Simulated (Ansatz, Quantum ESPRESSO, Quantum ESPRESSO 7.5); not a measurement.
**Ballistic transmission: Pb(111) with two reversed steps (an extrinsic fault)**

Wanted: the transmission near the Fermi level and the conductance of this junction: Pb(111) with two reversed steps (an extrinsic fault).

Main program and level: Quantum ESPRESSO 7.5; plane-wave DFT, PBE, GBRV ultrasoft pseudopotentials (cross-check by Ansatz 0.2.0 with PAW datasets).

### 1. The starting structure

The cell holds 16 atoms: 16 Pb. Its edges and angles: a = 3.557 Å, b = 3.557 Å, c = 46.465 Å, α = 90.0°, β = 90.0°, γ = 60.0°. It derives from Pb. Regions: left lead, 6 atoms (6 Pb); channel, 4 atoms (4 Pb); right lead, 6 atoms (6 Pb). The structure is stacked along c, and the current runs across the ab planes.

### 2. Self-consistent run

One periodic cell holds a stretch of lead, the junction and more lead; the atoms stay as built.

Contents of scf.in:

```
&control
  prefix = 'scf'
  outdir = './out'
  pseudo_dir = './pseudo'
  calculation = 'scf'
  tprnfor = .true.
/
&system
  ibrav = 0
  nat = 16
  ntyp = 1
  ecutwfc = 40
  ecutrho = 200
  occupations = 'smearing'
  smearing = 'mv'
  degauss = 0.01
/
&electrons
  conv_thr = 1e-07
  mixing_beta = 0.25
  electron_maxstep = 120
  mixing_mode = 'local-TF'
/
ATOMIC_SPECIES
  Pb  207.2000  pb_pbe_v1.uspp.F.UPF
CELL_PARAMETERS angstrom
  3.55674710936833 0.00000000000000 0.00000000000000
  1.77837355468417 3.08023335154985 0.00000000000000
  0.00000000000000 0.00000000000000 46.46514966438109
ATOMIC_POSITIONS crystal
  Pb  0.000000000000 0.000000000000 0.000000000000
  Pb  0.333333333000 0.333333333000 0.062500000000
  Pb  0.666666667000 0.666666667000 0.125000000000
  Pb  0.000000000000 0.000000000000 0.187500000000
  Pb  0.333333333000 0.333333333000 0.250000000000
  Pb  0.666666667000 0.666666667000 0.312500000000
  Pb  0.333333333000 0.333333333000 0.375000000000
  Pb  0.000000000000 0.000000000000 0.437500000000
  Pb  0.333333333000 0.333333333000 0.500000000000
  Pb  0.666666667000 0.666666667000 0.562500000000
  Pb  0.000000000000 0.000000000000 0.625000000000
  Pb  0.333333333000 0.333333333000 0.687500000000
  Pb  0.666666667000 0.666666667000 0.750000000000
  Pb  0.000000000000 0.000000000000 0.812500000000
  Pb  0.333333333000 0.333333333000 0.875000000000
  Pb  0.666666667000 0.666666667000 0.937500000000
K_POINTS automatic
  8 8 1 0 0 0
```

Run with:

```console
OMP_NUM_THREADS=1 mpirun -n 4 pw.x -nk 4 -in scf.in > scf.out
```

Output:

```text
Program PWSCF v.7.5 starts
[citation notice left out]

     Parallel version (MPI & OpenMP), running on       4 processor cores
     Number of MPI processes:                 4
     Threads/MPI process:                     1

     MPI processes distributed on     1 nodes
[...]
Current dimensions of program PWSCF are:
     Max number of different atomic species (ntypx) = 10
     Max number of k-points (npk) =  40000
     Max angular momentum in pseudopotentials (lmaxx) =  4
     Message from routine setup:
     using ibrav=0 with symmetry is DISCOURAGED, use correct ibrav instead

     K-points division:     npool     =       4
     Subspace diagonalization in iterative solution of the eigenvalue problem:
     a serial algorithm will be used

     G-vector sticks info
     --------------------
     sticks:   dense  smooth     PW     G-vecs:    dense   smooth      PW
     Sum         625     499    151               163823   117719   20231

     Using Slab Decomposition

     bravais-lattice index     =            0
     lattice parameter (alat)  =       6.7213  a.u.
     unit-cell volume          =    3435.2674 (a.u.)^3
     number of atoms/cell      =           16
     number of atomic types    =            1
     number of electrons       =       224.00
     number of Kohn-Sham states=          134
     kinetic-energy cutoff     =      40.0000  Ry
     charge density cutoff     =     200.0000  Ry
     scf convergence threshold =      1.0E-07
     mixing beta               =       0.2500
     number of iterations used =            8  local-TF  mixing
     Exchange-correlation= SLA  PW   PBE  PBE
                           (   1   4   3   4   0   0   0)

     celldm(1)=   6.721278  celldm(2)=   0.000000  celldm(3)=   0.000000
     celldm(4)=   0.000000  celldm(5)=   0.000000  celldm(6)=   0.000000

     crystal axes: (cart. coord. in units of alat)
               a(1) = (   1.000000   0.000000   0.000000 )
               a(2) = (   0.500000   0.866025   0.000000 )
               a(3) = (   0.000000   0.000000  13.063945 )

     reciprocal axes: (cart. coord. in units 2 pi/alat)
               b(1) = (  1.000000 -0.577350  0.000000 )
               b(2) = (  0.000000  1.154701  0.000000 )
               b(3) = (  0.000000  0.000000  0.076547 )

     PseudoPot. # 1 for Pb read from file:
     ./pseudo/pb_pbe_v1.uspp.F.UPF
     Pseudo is Ultrasoft + core correction, Zval = 14.0
     Generated by new atomic code, or converted to UPF format
     Using radial grid of  899 points,  6 beta functions with:
                l(1) =   0
                l(2) =   0
                l(3) =   1
                l(4) =   1
                l(5) =   2
                l(6) =   2
     Q(r) pseudized with  6 coefficients,  rinner =    1.000   1.000   1.000
                                                       1.000   1.000

     atomic species   valence    mass     pseudopotential
     Pb               14.00   207.20000     Pb( 1.00)

     12 Sym. Ops., with inversion, found ( 6 have fractional translation)

   Cartesian axes

     site n.     atom                  positions (alat units)
         1        Pb     tau(   1) = (   0.0000000   0.0000000   0.0000000  )
         2        Pb     tau(   2) = (   0.5000000   0.2886751   0.8164966  )
         3        Pb     tau(   3) = (   1.0000000   0.5773503   1.6329932  )
         4        Pb     tau(   4) = (   0.0000000   0.0000000   2.4494897  )
         5        Pb     tau(   5) = (   0.5000000   0.2886751   3.2659863  )
         6        Pb     tau(   6) = (   1.0000000   0.5773503   4.0824829  )
         7        Pb     tau(   7) = (   0.5000000   0.2886751   4.8989795  )
         8        Pb     tau(   8) = (   0.0000000   0.0000000   5.7154761  )
         9        Pb     tau(   9) = (   0.5000000   0.2886751   6.5319726  )
        10        Pb     tau(  10) = (   1.0000000   0.5773503   7.3484692  )
        11        Pb     tau(  11) = (   0.0000000   0.0000000   8.1649658  )
        12        Pb     tau(  12) = (   0.5000000   0.2886751   8.9814624  )
        13        Pb     tau(  13) = (   1.0000000   0.5773503   9.7979590  )
        14        Pb     tau(  14) = (   0.0000000   0.0000000  10.6144556  )
        15        Pb     tau(  15) = (   0.5000000   0.2886751  11.4309521  )
        16        Pb     tau(  16) = (   1.0000000   0.5773503  12.2474487  )

     number of k points=    10  Marzari-Vanderbilt smearing, width (Ry)=  0.0100
                       cart. coord. in units 2pi/alat
        k(    1) = (   0.0000000   0.0000000   0.0000000), wk =   0.0312500
        k(    2) = (   0.0000000   0.1443376   0.0000000), wk =   0.1875000
        k(    3) = (   0.0000000   0.2886751   0.0000000), wk =   0.1875000
        k(    4) = (   0.0000000   0.4330127   0.0000000), wk =   0.1875000
        k(    5) = (   0.0000000  -0.5773503   0.0000000), wk =   0.0937500
        k(    6) = (   0.1250000   0.2165064   0.0000000), wk =   0.1875000
        k(    7) = (   0.1250000   0.3608439   0.0000000), wk =   0.3750000
        k(    8) = (   0.1250000  -0.6495191   0.0000000), wk =   0.3750000
        k(    9) = (   0.2500000  -0.7216878   0.0000000), wk =   0.1875000
        k(   10) = (   0.2500000  -0.5773503   0.0000000), wk =   0.1875000

     Dense  grid:   163823 G-vectors     FFT dimensions: (  36,  36, 400)

     Smooth grid:   117719 G-vectors     FFT dimensions: (  27,  27, 360)

     Estimated max dynamical RAM per process >     472.95 MB

     Estimated total dynamical RAM >       1.73 GB

     Check: negative core charge=   -0.000009

     Initial potential from superposition of free atoms

     starting charge     223.9624, renormalised to     224.0000

     negative rho (up, down):  2.385E-01 0.000E+00
     Starting wfcs are  144 randomized atomic wfcs

     total cpu time spent up to now is        5.6 secs

     per-process dynamical memory:   287.6 Mb

     Self-consistent Calculation

     iteration #  1     ecut=    40.00 Ry     beta= 0.25
     Davidson diagonalization with overlap
     ethr =  1.00E-02,  avg # of iterations =  2.1

     Threshold (ethr) on eigenvalues was too large:
     Diagonalizing with lowered threshold

     Davidson diagonalization with overlap
     ethr =  1.52E-05,  avg # of iterations =  7.8

     negative rho (up, down):  2.379E-01 0.000E+00

     total cpu time spent up to now is       42.2 secs

     total energy              =   -2626.53399309 Ry
     estimated scf accuracy    <       0.03997526 Ry

     iteration #  2     ecut=    40.00 Ry     beta= 0.25
[...]
11.3599  12.8960  13.0497  13.5809  13.6046  13.7060  13.7770  13.9568
    13.9952  14.2254  14.3163  14.6334  14.6772  14.8619  15.0034  15.0069
    15.0169  15.1386  15.1624  15.2960  15.3994  15.4480  15.4750  15.6664
    15.7537  15.7731  15.8554  15.8896  16.1299  16.2350

          k = 0.0000 0.2887 0.0000 ( 14636 PWs)   bands (ev):

    -6.5616  -6.5559  -6.5513  -6.5377  -6.5365  -6.5269  -6.5163  -6.5159
    -6.5022  -6.4963  -6.4900  -6.4856  -6.4826  -6.4751  -6.4699  -6.4695
    -6.4619  -6.4600  -6.4580  -6.4543  -6.4533  -6.4517  -6.4507  -6.4468
    -6.4430  -6.4405  -6.4379  -6.4348  -6.4338  -6.4298  -6.4237  -6.4215
    -6.4193  -6.4171  -6.4122  -6.4064  -6.3940  -6.3936  -6.3850  -6.3804
    -6.3782  -6.3759  -6.3721  -6.3667  -6.3641  -6.3576  -6.3565  -6.3523
    -6.3515  -6.3451  -6.3418  -6.3413  -6.3405  -6.3349  -6.3345  -6.3317
    -6.3305  -6.3270  -6.3232  -6.3226  -6.3203  -6.3198  -6.3158  -6.3158
    -6.3141  -6.3083  -6.3060  -6.3033  -6.3002  -6.2964  -6.2955  -6.2901
    -6.2863  -6.2826  -6.2817  -6.2664  -6.2562  -6.2447  -6.2367  -6.2290
     0.1423   0.2118   0.2158   0.4167   0.4298   0.7622   0.7733   1.2260
     1.2465   1.7891   1.8206   2.3988   2.4412   2.9417   2.9772   3.1935
     7.7467   8.0289   8.1446   8.8422   8.9610   9.6792   9.8799  10.1032
    10.4695  10.5880  10.6829  10.7830  10.9369  11.0901  11.2542  11.4455
    11.6685  11.8192  12.0628  12.3688  12.5638  12.7377  12.8250  12.9767
    13.5043  13.7481  13.8080  13.8522  14.0267  14.1103  14.1850  14.2977
    14.3993  14.5097  14.8496  14.9058  15.0295  15.5128

          k = 0.0000 0.4330 0.0000 ( 14692 PWs)   bands (ev):

    -6.6041  -6.5962  -6.5880  -6.5753  -6.5668  -6.5557  -6.5459  -6.5359
    -6.5249  -6.5202  -6.5135  -6.5091  -6.5069  -6.5013  -6.4973  -6.4951
    -6.4934  -6.4880  -6.4846  -6.4757  -6.4738  -6.4708  -6.4679  -6.4647
    -6.4628  -6.4603  -6.4562  -6.4542  -6.4488  -6.4461  -6.4405  -6.4368
    -6.4341  -6.4221  -6.4181  -6.4097  -6.4030  -6.3884  -6.3822  -6.3642
    -6.3432  -6.3426  -6.3349  -6.3267  -6.3201  -6.3174  -6.3124  -6.3087
    -6.3016  -6.3001  -6.2968  -6.2898  -6.2855  -6.2842  -6.2830  -6.2809
    -6.2764  -6.2748  -6.2735  -6.2720  -6.2716  -6.2688  -6.2653  -6.2638
    -6.2619  -6.2610  -6.2605  -6.2563  -6.2544  -6.2513  -6.2499  -6.2476
    -6.2454  -6.2437  -6.2429  -6.2379  -6.2350  -6.2341  -6.2247  -6.2205
     1.3336   1.3886   1.4102   1.5650   1.6160   1.8534   1.9430   2.2300
     2.3739   2.6630   2.8676   3.1055   3.3433   3.4894   3.6671   3.7132
     7.6431   7.7041   7.8183   7.9431   8.0020   8.1259   8.3117   8.3854
     8.4147   8.5483   8.9743   9.0272   9.3793   9.5426   9.7324   9.7490
    10.1953  10.2283  10.2961  10.7813  11.2899  12.0753  12.3572  12.8755
    12.9140  12.9538  12.9692  13.0004  13.1967  13.2270  13.2620  13.5673
    13.5974  13.6339  14.1301  14.1701  14.2252  14.4421

          k = 0.0000-0.5774 0.0000 ( 14722 PWs)   bands (ev):

    -6.6209  -6.6120  -6.6032  -6.5878  -6.5816  -6.5626  -6.5589  -6.5473
    -6.5393  -6.5358  -6.5296  -6.5257  -6.5168  -6.5108  -6.5106  -6.5058
    -6.5010  -6.4983  -6.4963  -6.4934  -6.4823  -6.4794  -6.4768  -6.4747
    -6.4723  -6.4674  -6.4671  -6.4624  -6.4601  -6.4557  -6.4523  -6.4406
    -6.4400  -6.4392  -6.4289  -6.4288  -6.4173  -6.3970  -6.3963  -6.3574
    -6.3495  -6.3199  -6.3154  -6.3108  -6.3096  -6.3070  -6.3051  -6.2870
    -6.2810  -6.2794  -6.2769  -6.2737  -6.2716  -6.2628  -6.2608  -6.2560
    -6.2556  -6.2532  -6.2487  -6.2485  -6.2485  -6.2475  -6.2431  -6.2397
    -6.2389  -6.2357  -6.2341  -6.2328  -6.2283  -6.2254  -6.2243  -6.2218
    -6.2212  -6.2192  -6.2184  -6.2161  -6.2138  -6.2066  -6.2047  -6.2042
     2.4392   2.4817   2.4934   2.5370   2.5497   2.6476   2.6727   2.8301
     2.8734   3.0804   3.1333   3.3850   3.3887   3.6077   3.6591   3.7529
     6.6202   6.7363   6.8173   7.0567   7.1302   7.2974   7.5678   7.6530
     7.7060   7.8329   8.0728   8.1266   8.2848   8.4080   8.5036   8.6304
    10.8584  11.0491  11.2161  11.4314  11.5754  11.5768  12.2049  12.2257
    12.4035  12.5490  12.5672  12.6524  12.6562  12.9014  12.9138  13.3140
    13.3173  13.3652  13.8430  13.8513  13.8574  13.9327

          k = 0.1250 0.2165 0.0000 ( 14671 PWs)   bands (ev):

    -6.5179  -6.5178  -6.5138  -6.5104  -6.5080  -6.5064  -6.4982  -6.4945
    -6.4930  -6.4892  -6.4870  -6.4850  -6.4843  -6.4799  -6.4775  -6.4706
    -6.4662  -6.4642  -6.4626  -6.4591  -6.4538  -6.4466  -6.4464  -6.4451
    -6.4394  -6.4392  -6.4367  -6.4345  -6.4338  -6.4306  -6.4283  -6.4280
    -6.4207  -6.4186  -6.4151  -6.4067  -6.4063  -6.4019  -6.3976  -6.3954
    -6.3952  -6.3936  -6.3899  -6.3865  -6.3832  -6.3830  -6.3827  -6.3810
    -6.3777  -6.3767  -6.3745  -6.3702  -6.3645  -6.3614  -6.3537  -6.3466
    -6.3421  -6.3351  -6.3326  -6.3304  -6.3275  -6.3247  -6.3242  -6.3193
    -6.3184  -6.3157  -6.3133  -6.3043  -6.2992  -6.2899  -6.2893  -6.2853
    -6.2805  -6.2732  -6.2707  -6.2612  -6.2598  -6.2540  -6.2445  -6.2380
    -0.1078  -0.0376  -0.0339   0.1694   0.1815   0.5220   0.5254   0.9965
     1.0023   1.5796   1.5812   2.2106   2.2203   2.7803   2.7821   3.0309
     7.4754   7.8499   7.8541   8.7819   8.7878   9.9661   9.9708  11.0926
    11.1124  11.8385  11.8932  11.9012  11.9225  11.9238  12.0275  12.0343
    12.2979  12.3498  12.4970  12.5029  12.8907  12.9136  13.0123  13.0278
    13.2449  13.7670  13.8685  13.8968  14.0921  14.0961  14.3684  14.4830
    14.5287  14.8420  14.9270  15.0157  15.0390  15.2711

[...]
the Fermi energy is    10.5745 ev

!    total energy              =   -2626.52625646 Ry
     estimated scf accuracy    <       0.00000008 Ry
     smearing contrib. (-TS)   =       0.00170298 Ry
     internal energy E=F+TS    =   -2626.52795944 Ry

     The total energy is F=E-TS. E is the sum of the following terms:
     one-electron contribution =    -532.70250615 Ry
     hartree contribution      =     432.79142795 Ry
     xc contribution           =   -1013.98471249 Ry
     ewald contribution        =   -1512.63216876 Ry

     convergence has been achieved in   8 iterations

     negative rho (up, down):  2.451E-01 0.000E+00

     Forces acting on atoms (cartesian axes, Ry/au):

     atom    1 type  1   force =    -0.00000000   -0.00000000    0.00013792
     atom    2 type  1   force =     0.00000000   -0.00000000   -0.00020458
     atom    3 type  1   force =     0.00000000    0.00000000   -0.00022812
     atom    4 type  1   force =    -0.00000000    0.00000000    0.00182525
     atom    5 type  1   force =     0.00000000    0.00000000   -0.00268685
     atom    6 type  1   force =     0.00000000   -0.00000000    0.00022080
     atom    7 type  1   force =     0.00000000    0.00000000    0.00000000
     atom    8 type  1   force =    -0.00000000   -0.00000000   -0.00022080
     atom    9 type  1   force =    -0.00000000   -0.00000000    0.00268685
     atom   10 type  1   force =     0.00000000   -0.00000000   -0.00182525
     atom   11 type  1   force =    -0.00000000   -0.00000000    0.00022812
     atom   12 type  1   force =     0.00000000    0.00000000    0.00020458
     atom   13 type  1   force =     0.00000000    0.00000000   -0.00013792
     atom   14 type  1   force =    -0.00000000   -0.00000000    0.00004527
     atom   15 type  1   force =     0.00000000    0.00000000    0.00000000
     atom   16 type  1   force =     0.00000000    0.00000000   -0.00004527

     Total force =     0.004629     Total SCF correction =     0.001331
     SCF correction compared to forces is large: reduce conv_thr to get better values

[...]
=------------------------------------------------------------------------------=
   JOB DONE.
=------------------------------------------------------------------------------=
```

Run time: 3.4 min. Hardware: 4 MPI ranks of Arm Neoverse V2, shared host; peak memory 1.9 GiB.

Read from the output:

| Property | Result |
| --- | --- |
| free energy | -35735.7102 eV |
| Fermi energy | 10.57 eV |

The program's own clock; routines nest. Time by routine:

| routine | wall time (s) | calls |
| --- | --- | --- |
| PWSCF | 206.1 | 1 |
| electrons | 197.6 | 1 |
| c_bands | 178.9 | 9 |
| cegterg | 161.5 | 27 |
| h_psi | 84.48 | 174 |
| fftw | 55.49 | 27082 |
| vloc_psi | 52.11 | 174 |
| calbec | 22.74 | 213 |
| add_vuspsi | 15.86 | 174 |
| s_psi | 15.85 | 174 |
| h_psi:calbec | 15.8 | 174 |
| sum_band | 15.08 | 9 |
| init_run | 5.49 | 1 |
| wfcinit | 4.89 | 1 |

The run needed 8 iterations to bring the estimated error under 1e-07 Ry; the largest force on any atom, held or free, is 0.07 eV/Å.

(Part 1 of 4 ends here.)

[Logs are printed without paths, hosts, clocks, repeated set-up lines and the standing remarks that a program may print on its own settings, such as how far it seeks lower states.]

[Hosts, paths, dates, database ids (printed as entryN), source tags and the programs' standing remarks are cut or masked in the printed files.]

[Maps of the electrostatic potential energy from Ansatz leave out the sawtooth potential of an applied field or a dipole correction, so their vacuum need not be flat; planar profiles and work functions include it.]
